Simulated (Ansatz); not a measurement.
# SrBr2 (117 atoms) in the fluid state

Wanted: pair distributions and atomic motion in SrBr2 (117 atoms) at high temperature.

Program: Ansatz 0.2.0. Level of theory: Kohn-Sham DFT, PBE+D3(BJ), PAW (set soft_2), plane waves. Results are calculated unless marked as measured.

Report form: the programs' logs are mostly left out.

### 1. Set-up

The cell holds 117 atoms: 39 Sr and 78 Br. Cell: a = 16.326 Å, b = 16.326 Å, c = 16.326 Å, α = 90.0°, β = 90.0°, γ = 90.0°. 117 atoms (39 Sr, 78 Br) packed at random in a cube at 3.68 g/cm³ and pushed apart as soft spheres, cations and anions kept from their own kind; a start for melting by ab initio MD, not an equilibrated structure. The density is the measured one of the melt at 950 K (3.6822 g/cm³).

Before any run, some limits are plain. Only the Γ point is sampled, in a cell whose shortest periodic width is 16 Å.

### 2. Single point at the start

A single point comes first, to see the forces before anything moves.

input.yaml reads:

```yaml
crystal:
  lattice:
    - [16.3262, 0.0, 0.0]
    - [0.0, 16.3262, 0.0]
    - [0.0, 0.0, 16.3262]
  atoms:
    - { symbol: Sr, position: [0.97759, 0.13059, 0.54468] }
    - { symbol: Sr, position: [0.28892, 0.70516, 0.00761] }
    - { symbol: Sr, position: [0.18695, 0.7972, 0.82443] }
    - { symbol: Sr, position: [0.82497, 0.25914, 0.14085] }
    - { symbol: Sr, position: [0.96477, 0.66175, 0.16972] }
    - { symbol: Sr, position: [0.80206, 0.18279, 0.6815] }
    - { symbol: Sr, position: [0.663, 0.61319, 0.55238] }
    - { symbol: Sr, position: [0.5727, 0.89509, 0.6211] }
    - { symbol: Sr, position: [0.42878, 0.0114, 0.28089] }
    - { symbol: Sr, position: [0.20265, 0.346, 0.44079] }
    - { symbol: Sr, position: [0.68975, 0.79029, 0.82222] }
    - { symbol: Sr, position: [0.861, 0.1574, 0.34254] }
    - { symbol: Sr, position: [0.60758, 0.15893, 0.56502] }
    - { symbol: Sr, position: [0.08351, 0.41683, 0.06235] }
    - { symbol: Sr, position: [0.20085, 0.57736, 0.17596] }
    - { symbol: Sr, position: [0.9366, 0.5688, 0.69441] }
    - { symbol: Sr, position: [0.49274, 0.22673, 0.23253] }
    - { symbol: Sr, position: [0.86705, 0.12831, 0.93724] }
    - { symbol: Sr, position: [0.92028, 0.36098, 0.60072] }
    - { symbol: Sr, position: [0.73544, 0.88178, 0.14689] }
    - { symbol: Sr, position: [0.17968, 0.90535, 0.02607] }
    - { symbol: Sr, position: [0.00819, 0.0364, 0.21591] }
    - { symbol: Sr, position: [0.23675, 0.52841, 0.72457] }
    - { symbol: Sr, position: [0.69602, 0.73161, 0.31491] }
    - { symbol: Sr, position: [0.00676, 0.39996, 0.30353] }
    - { symbol: Sr, position: [0.68454, 0.09201, 0.07208] }
    - { symbol: Sr, position: [0.86884, 0.70924, 0.52702] }
    - { symbol: Sr, position: [0.18166, 0.73362, 0.34247] }
    - { symbol: Sr, position: [0.4262, 0.83537, 0.13487] }
    - { symbol: Sr, position: [0.39527, 0.70457, 0.80496] }
    - { symbol: Sr, position: [0.78504, 0.37638, 0.85127] }
    - { symbol: Sr, position: [0.42282, 0.30277, 0.90796] }
    - { symbol: Sr, position: [0.58814, 0.70165, 0.00718] }
    - { symbol: Sr, position: [0.13827, 0.94257, 0.47887] }
    - { symbol: Sr, position: [0.07963, 0.22317, 0.9398] }
    - { symbol: Sr, position: [0.78183, 0.43817, 0.27681] }
    - { symbol: Sr, position: [0.45993, 0.52691, 0.9337] }
    - { symbol: Sr, position: [0.29838, 0.08344, 0.75023] }
    - { symbol: Sr, position: [0.43073, 0.47, 0.42593] }
    - { symbol: Br, position: [0.89771, 0.94259, 0.07164] }
    - { symbol: Br, position: [0.54537, 0.61786, 0.31973] }
    - { symbol: Br, position: [0.79857, 0.32411, 0.42647] }
    - { symbol: Br, position: [0.33154, 0.23964, 0.52885] }
    - { symbol: Br, position: [0.12747, 0.37879, 0.68773] }
    - { symbol: Br, position: [0.03831, 0.88595, 0.90014] }
    - { symbol: Br, position: [0.38241, 0.65367, 0.16326] }
    - { symbol: Br, position: [0.23223, 0.70884, 0.54516] }
    - { symbol: Br, position: [0.92563, 0.31821, 0.99256] }
    - { symbol: Br, position: [0.50793, 0.20732, 0.04636] }
    - { symbol: Br, position: [0.15753, 0.10799, 0.59684] }
    - { symbol: Br, position: [0.57986, 0.70758, 0.69299] }
    - { symbol: Br, position: [0.73488, 0.35692, 0.64334] }
    - { symbol: Br, position: [0.61289, 0.44997, 0.47235] }
    - { symbol: Br, position: [0.67977, 0.22268, 0.81917] }
    - { symbol: Br, position: [0.12435, 0.08292, 0.82193] }
    - { symbol: Br, position: [0.29438, 0.4634, 0.55677] }
    - { symbol: Br, position: [0.19014, 0.40668, 0.25633] }
    - { symbol: Br, position: [0.087, 0.06829, 0.04726] }
    - { symbol: Br, position: [0.84813, 0.52175, 0.53313] }
    - { symbol: Br, position: [0.98324, 0.49725, 0.86273] }
    - { symbol: Br, position: [0.31842, 0.27171, 0.75417] }
    - { symbol: Br, position: [0.36069, 0.90559, 0.97236] }
    - { symbol: Br, position: [0.13597, 0.74292, 0.1121] }
    - { symbol: Br, position: [0.66869, 0.29232, 0.24147] }
    - { symbol: Br, position: [0.60271, 0.07363, 0.24141] }
    - { symbol: Br, position: [0.53625, 0.05587, 0.87825] }
    - { symbol: Br, position: [0.94001, 0.27692, 0.76865] }
    - { symbol: Br, position: [0.5591, 0.85083, 0.26715] }
    - { symbol: Br, position: [0.06551, 0.58882, 0.31205] }
    - { symbol: Br, position: [0.31842, 0.22354, 0.30134] }
    - { symbol: Br, position: [0.44877, 0.88042, 0.76291] }
    - { symbol: Br, position: [0.95439, 0.68986, 0.98313] }
    - { symbol: Br, position: [0.42545, 0.53375, 0.73057] }
    - { symbol: Br, position: [0.79654, 0.87722, 0.57305] }
    - { symbol: Br, position: [0.59792, 0.43489, 0.84303] }
    - { symbol: Br, position: [0.1864, 0.37552, 0.90922] }
    - { symbol: Br, position: [0.57709, 0.90692, 0.04671] }
    - { symbol: Br, position: [0.75281, 0.56513, 0.73643] }
    [... 33 atom lines left out ...]
    - { symbol: Br, position: [0.07571, 0.69479, 0.71109] }
    - { symbol: Br, position: [0.63782, 0.51401, 0.13887] }
    - { symbol: Br, position: [0.03176, 0.76664, 0.45193] }
    - { symbol: Br, position: [0.40696, 0.85597, 0.53952] }
    - { symbol: Br, position: [0.07593, 0.54211, 0.53594] }
    - { symbol: Br, position: [0.61339, 0.77943, 0.47757] }
kpoints:
  mp_grid: { grid: [1, 1, 1] }
hamiltonian:
  xc: pbe
  dispersion: d3bj
scf:
  occupations: { method: fermi_dirac, width: 0.122 }
output:
  forces: true
```

The run is started by

```sh
> ansatz run input.yaml --threads 32 --pin off --max-ram 143360MiB --backend cuda --events-out ev --progress --plain --runs-dir out
```

The job ended after 2.3 s (1 × NVIDIA GB200 with 32 threads of Arm Neoverse V2, shared host; peak memory 1.9 GiB).

That memory is the host's; the program planned up to 8.6 GiB on the GPU. Forces of this run were stored rounded, and per-atom blocks of the log weren't kept.

Read from the output:

| Item | Value |
| --- | --- |
| free energy | -355515.1076 eV |
| free energy per atom | -3038.5907 eV/atom |
| SCF cycles | 11 |
| r.m.s. force component | 0.676 eV/Å |
| longest force | 2.791 eV/Å |
| Fermi energy | 3.794 eV |

The r.m.s. force component of 0.68 eV/Å sets the starting point.

Length of the force by element:

| element | coordination | atoms | mean length of the force (eV/Å) | spread | least | most |
| --- | --- | --- | --- | --- | --- | --- |
| Br | all | 78 | 0.727 | 0.355 | 0.086 | 1.62 |
| Sr | all | 39 | 1.58 | 0.565 | 0.297 | 2.79 |

### 3. Melting at 1420 K

The random start is held at a high temperature, to make it forget its packing.

input.yaml: that of step 2 with these lines changed.

```diff
@@ -16 +16,8 @@
   forces: true
+md:
+  timestep: 3
+  n_steps: 300
+  ensemble: nvt_langevin
+  temperature: 1420
+  initial_velocities: maxwell_boltzmann
+  seed: 8623
```

Run time: 3.4 min. Hardware: 1 × NVIDIA GB200 with 32 threads; peak memory 1.9 GiB.

That memory is the host's.

The program notes that it switched symmetry off.

Rows from the run:

```
time (fs)  T (K)  potential (meV/atom)
      0.0   1408                   0.0
     60.0   1663                 -77.0
    120.0   1772                -157.8
    180.0   1923                -215.5
    240.0   1597                -255.1
    300.0   1653                -260.1
    360.0   1493                -291.8
    420.0   1573                -307.9
    480.0   1388                -319.5
    540.0   1348                -338.3
    600.0   1461                -341.6
    660.0   1613                -329.9
    720.0   1389                -328.8
    780.0   1528                -334.5
    840.0   1457                -336.2
    900.0   1725                -343.1
```

Mean square displacement from the first frame to the last: Sr 2.4 Å², Br 2.3 Å².

The mean square displacement by time lag:

```csv
time lag (fs),Br (Å²),Sr (Å²)
3,4.3e-4,3.9e-4
21,0.0198,0.0178
39,0.0628,0.0560
57,0.122,0.107
75,0.190,0.165
96,0.273,0.234
114,0.343,0.292
132,0.408,0.348
150,0.469,0.403
168,0.525,0.457
189,0.586,0.517
207,0.635,0.567
225,0.681,0.614
243,0.724,0.659
261,0.766,0.701
282,0.813,0.749
300,0.852,0.790
318,0.891,0.830
336,0.928,0.871
354,0.965,0.914
375,1.01,0.966
393,1.04,1.01
411,1.08,1.06
429,1.11,1.11
450,1.15,1.17
```

Over the second half of 900 fs the temperature averages 1469 K with swings of 103 K r.m.s. From first frame to last Sr has the largest mean square displacement, 2.4 Å² at the end; the farthest move is 3.55 Å. By the end of the lags followed (0.45 ps), the least mobile element has a mean square displacement of 1.2 Å², too little over such short lags to show that the memory of the start is lost. The run spans 0.90 ps, too short for its means to be equilibrium values.

### 4. Brought to 950 K

A Langevin thermostat brings the cell to the temperature of interest.

input.yaml reads:

```yaml
crystal:
  lattice:
    - [16.3262, 0.0, 0.0]
    - [0.0, 16.3262, 0.0]
    - [0.0, 0.0, 16.3262]
  atoms:
    - { symbol: Sr, position: [0.95388, 0.06691, 0.64596] }
    - { symbol: Sr, position: [0.28867, 0.67431, 0.98512] }
    - { symbol: Sr, position: [0.06872, 0.81409, 0.77955] }
    - { symbol: Sr, position: [0.83045, 0.26264, 0.08412] }
    - { symbol: Sr, position: [0.97901, 0.66348, 0.12852] }
    - { symbol: Sr, position: [0.74451, 0.22804, 0.6742] }
    - { symbol: Sr, position: [0.5975, 0.65705, 0.5971] }
    - { symbol: Sr, position: [0.55977, 0.96263, 0.62044] }
    - { symbol: Sr, position: [0.35148, 0.04186, 0.34711] }
    - { symbol: Sr, position: [0.20349, 0.27003, 0.48585] }
    - { symbol: Sr, position: [0.72124, 0.79011, 0.84452] }
    - { symbol: Sr, position: [0.82116, 0.14173, 0.35519] }
    - { symbol: Sr, position: [0.51282, 0.1887, 0.55329] }
    - { symbol: Sr, position: [0.08911, 0.35107, 0.08657] }
    - { symbol: Sr, position: [0.26073, 0.51534, 0.20519] }
    - { symbol: Sr, position: [0.87261, 0.6606, 0.66976] }
    - { symbol: Sr, position: [0.54838, 0.25335, 0.18508] }
    - { symbol: Sr, position: [0.86345, 0.0638, 0.94271] }
    - { symbol: Sr, position: [0.96269, 0.34464, 0.63243] }
    - { symbol: Sr, position: [0.73953, 0.92987, 0.10118] }
    - { symbol: Sr, position: [0.15803, 0.88469, 0.0472] }
    - { symbol: Sr, position: [0.11339, 0.09142, 0.22925] }
    - { symbol: Sr, position: [0.17099, 0.51938, 0.63637] }
    - { symbol: Sr, position: [0.74906, 0.78123, 0.3634] }
    - { symbol: Sr, position: [0.96039, 0.43012, 0.31894] }
    - { symbol: Sr, position: [0.51722, 0.05878, 0.02197] }
    - { symbol: Sr, position: [0.99098, 0.70398, 0.37048] }
    - { symbol: Sr, position: [0.31821, 0.72766, 0.43942] }
    - { symbol: Sr, position: [0.44785, 0.83377, 0.16653] }
    - { symbol: Sr, position: [0.36492, 0.7222, 0.74217] }
    - { symbol: Sr, position: [0.84097, 0.40727, 0.88299] }
    - { symbol: Sr, position: [0.42492, 0.26046, 0.86701] }
    - { symbol: Sr, position: [0.68523, 0.60161, 0.12474] }
    - { symbol: Sr, position: [0.12548, 0.95133, 0.43939] }
    - { symbol: Sr, position: [0.12824, 0.17632, 0.93549] }
    - { symbol: Sr, position: [0.67201, 0.45749, 0.37889] }
    - { symbol: Sr, position: [0.51255, 0.54257, 0.96399] }
    - { symbol: Sr, position: [0.2595, 0.07196, 0.70607] }
    - { symbol: Sr, position: [0.43861, 0.44116, 0.4226] }
    - { symbol: Br, position: [0.82321, 0.08001, 0.15485] }
    - { symbol: Br, position: [0.61653, 0.61925, 0.29099] }
    - { symbol: Br, position: [0.82691, 0.36806, 0.39705] }
    - { symbol: Br, position: [0.31905, 0.19011, 0.57827] }
    - { symbol: Br, position: [0.13945, 0.36812, 0.70135] }
    - { symbol: Br, position: [0.01745, 0.77375, 0.99578] }
    - { symbol: Br, position: [0.47672, 0.64822, 0.10982] }
    - { symbol: Br, position: [0.25483, 0.67524, 0.61818] }
    - { symbol: Br, position: [0.94141, 0.25787, 0.95317] }
    - { symbol: Br, position: [0.45761, 0.29218, 0.0499] }
    - { symbol: Br, position: [0.10555, 0.14205, 0.60867] }
    - { symbol: Br, position: [0.53563, 0.71757, 0.75144] }
    - { symbol: Br, position: [0.77707, 0.4074, 0.6854] }
    - { symbol: Br, position: [0.57613, 0.46399, 0.54211] }
    - { symbol: Br, position: [0.74593, 0.2178, 0.8653] }
    - { symbol: Br, position: [0.10056, 0.9986, 0.85293] }
    - { symbol: Br, position: [0.25951, 0.47806, 0.47542] }
    - { symbol: Br, position: [0.15879, 0.36578, 0.2603] }
    - { symbol: Br, position: [0.044, 0.05821, 0.03958] }
    - { symbol: Br, position: [0.79102, 0.60982, 0.49289] }
    - { symbol: Br, position: [0.96297, 0.47368, 0.77522] }
    - { symbol: Br, position: [0.24275, 0.24158, 0.80527] }
    - { symbol: Br, position: [0.33466, 0.84467, 0.02516] }
    - { symbol: Br, position: [0.25486, 0.69817, 0.17029] }
    - { symbol: Br, position: [0.73277, 0.27403, 0.26025] }
    - { symbol: Br, position: [0.48197, 0.05374, 0.20938] }
    - { symbol: Br, position: [0.64955, 0.03522, 0.92261] }
    - { symbol: Br, position: [0.96221, 0.20827, 0.75788] }
    - { symbol: Br, position: [0.64523, 0.87419, 0.22449] }
    - { symbol: Br, position: [0.09859, 0.58643, 0.2735] }
    - { symbol: Br, position: [0.33337, 0.27799, 0.35407] }
    - { symbol: Br, position: [0.61669, 0.90344, 0.75887] }
    - { symbol: Br, position: [0.10857, 0.54268, 0.0469] }
    - { symbol: Br, position: [0.38562, 0.60186, 0.8451] }
    - { symbol: Br, position: [0.9179, 0.81561, 0.49313] }
    - { symbol: Br, position: [0.56604, 0.43153, 0.85446] }
    - { symbol: Br, position: [0.10166, 0.35058, 0.91737] }
    - { symbol: Br, position: [0.52992, 0.87683, 0.98631] }
    - { symbol: Br, position: [0.714, 0.64166, 0.74745] }
    [... 33 atom lines left out ...]
    - { symbol: Br, position: [0.05442, 0.65411, 0.67738] }
    - { symbol: Br, position: [0.6541, 0.40747, 0.10271] }
    - { symbol: Br, position: [0.16526, 0.76892, 0.39308] }
    - { symbol: Br, position: [0.41425, 0.83679, 0.57396] }
    - { symbol: Br, position: [0.99294, 0.56783, 0.46112] }
    - { symbol: Br, position: [0.62742, 0.8214, 0.47835] }
kpoints:
  mp_grid: { grid: [1, 1, 1] }
hamiltonian:
  xc: pbe
  dispersion: d3bj
scf:
  occupations: { method: fermi_dirac, width: 0.082 }
output:
  forces: true
md:
  timestep: 3
  n_steps: 310
  ensemble: nvt_langevin
  temperature: 950
  initial_velocities: maxwell_boltzmann
  seed: 7992
```

It took 2.9 min on 1 × NVIDIA GB200 with 32 threads; peak memory 1.7 GiB; 13 min of CPU time.

That memory is the host's.

Rows from the run:

| time (fs) | T (K) | potential (meV/atom) |
| --- | --- | --- |
| 0.0 | 942 | 0.0 |
| 60.0 | 1014 | -27.4 |
| 132.0 | 1009 | -35.5 |
| 186.0 | 1012 | -49.0 |
| 240.0 | 963 | -51.1 |
| 312.0 | 1014 | -64.3 |
| 372.0 | 884 | -57.2 |
| 432.0 | 1002 | -63.3 |
| 504.0 | 1001 | -64.2 |
| 558.0 | 851 | -62.1 |
| 612.0 | 855 | -70.7 |
| 684.0 | 1005 | -80.5 |
| 744.0 | 875 | -81.7 |
| 804.0 | 787 | -79.6 |
| 876.0 | 925 | -78.5 |
| 930.0 | 1009 | -75.0 |

Mean square displacement from the first frame to the last: Sr 1.1 Å², Br 1.3 Å².

The mean square displacement by time lag:

```
time lag (fs)  Br (Å²)  Sr (Å²)
            3   2.6e-4   2.5e-4
           21   0.0120   0.0112
           39   0.0381   0.0355
           60   0.0809   0.0740
           78    0.123    0.111
           99    0.175    0.153
          117    0.219    0.187
          135    0.260    0.217
          156    0.306    0.248
          174    0.342    0.271
          195    0.381    0.297
          213    0.413    0.318
          234    0.450    0.343
          252    0.480    0.364
          270    0.510    0.386
          291    0.544    0.413
          309    0.572    0.435
          330    0.604    0.462
          348    0.630    0.484
          366    0.656    0.506
          387    0.686    0.532
          405    0.712    0.555
          426    0.744    0.582
          444    0.772    0.606
          465    0.807    0.635
```

Over the second half of 930 fs the temperature averages 923 K with swings of 70 K r.m.s. From first frame to last Br has the largest mean square displacement, 1.3 Å² at the end; the farthest move is 2.53 Å. The run spans 0.93 ps, too short for its means to be equilibrium values.

(Continued in part 2 of 3.)

[Logs are printed without paths, hosts, clocks, repeated set-up lines and the standing remarks that a program may print on its own settings, such as how far it seeks lower states.]

[Hosts, paths, dates, database ids (printed as entryN), source tags and the programs' standing remarks are cut or masked in the printed files.]
